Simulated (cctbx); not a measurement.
# Occupancies in MnCuTe4

Cell a = 5.5830 Å, b = 4.0650 Å, c = 7.4520 Å, α = 90.00°, β = 92.47°, γ = 90.00°; space group P2/m (no. 10); nominal formula MnCuTe4.

Simulated single-crystal data (cctbx): Mo Kα, λ = 0.71073 Å, to d = 0.84 Å, 95 % of the full sphere, strongest reflection 5000 counts, noise from counting, a 2 % proportional error and a noise floor of 4 counts (s.d.); no absorption, and some extinction, which the refinements don't model.

With every site full:

```text
Rint 0.029, 344 unique reflections to 0.84 A
cycle     R1     wR2    GooF  max shift (A)
   1  0.0915  0.2020   6.338   0.00057
   2  0.0209  0.0455   1.427   0.00000
final R1 0.0209 wR2 0.0455 GooF 1.427  parameters 20  data/parameter 17.2
atom        x        y        z      Ueq    occ   su(xyz)  su(Uiso or U11)
Te1    0.29267  0.00000  0.38473   0.0069  1.000  0.00011  0.0003
Te2    0.21090  0.50000  0.83690   0.0076  1.000  0.00011  0.0003
Cu1    0.00000  0.00000  0.00000   0.0168  1.000  0.00000  0.0009
Mn1    0.00000  0.50000  0.50000   0.0138  1.000  0.00000  0.0011
difference map: max 0.86 min -1.94 rms 0.30
Q1    0.1007  0.0000  0.5993    2    0.89  1.96 A from Te1
Q2    0.2972  0.1303  0.1648    4    0.75  1.72 A from Te1
Q3    0.4917  0.1447  0.1354    4    0.75  2.20 A from Te2
Q4    0.2153  0.4247  0.6919    4    0.70  1.12 A from Te2
Q5    0.2349  0.4255  0.1582    4    0.68  2.41 A from Te2
Q6    0.4468  0.5000  0.6074    2    0.67  2.20 A from Te2
```

With the occupancies of the suspect sites free, each still typed as its main element:

```text
Rint 0.029, 344 unique reflections to 0.84 A
cycle     R1     wR2    GooF  max shift (A)
   1  0.0513  0.1090   3.425   0.00019
   3  0.0170  0.0365   1.148   0.00000
final R1 0.0170 wR2 0.0365 GooF 1.148  parameters 21  data/parameter 16.4
atom        x        y        z      Ueq    occ   su(xyz)  su(Uiso or U11)
Te1    0.29265  0.00000  0.38472   0.0072  1.000  0.00009  0.0003
Te2    0.21088  0.50000  0.83688   0.0079  1.000  0.00009  0.0003
Cu1    0.00000  0.00000  0.00000   0.0103  0.894  0.00000  0.0009
Mn1    0.00000  0.50000  0.50000   0.0142  1.000  0.00000  0.0009
su of occupancy Cu1: 0.008
difference map: max 0.88 min -1.26 rms 0.26
Q1    0.1036  0.0000  0.5844    2    0.89  1.86 A from Te1
Q2    0.2199  0.5000  0.7002    2    0.72  1.02 A from Te2
Q3    0.2399  0.5000  0.1597    2    0.69  2.40 A from Te2
Q4    0.3008  0.1306  0.1659    4    0.67  1.72 A from Te1
Q5    0.4440  0.5000  0.6079    2    0.67  2.19 A from Te2
Q6    0.4883  0.1477  0.1388    4    0.67  2.21 A from Te2
```

**Question.** What is the disorder?

X-rays count electrons. Cu1 refines to 0.894(0.008), or 25.9 electrons; the site truly holds 0.9 Cu, 26.1 electrons, which is 0.900 of Cu. A value under 1 can't tell vacancies from a lighter guest, and one over 1 needs a heavier guest; chemistry or a second radiation must settle which. Occupancy correlates with U and the scale, so the match is approximate.

Freeing them takes R1 from 0.0209 to 0.0170 and GooF from 1.43 to 1.15.

This is a model crystal, built by substitution and not relaxed, with assumed displacement parameters.

[Middle refinement cycles are left out of these outputs.]

[Logs are printed without paths, hosts, clocks, repeated set-up lines and the standing remarks that a program may print on its own settings, such as how far it seeks lower states.]
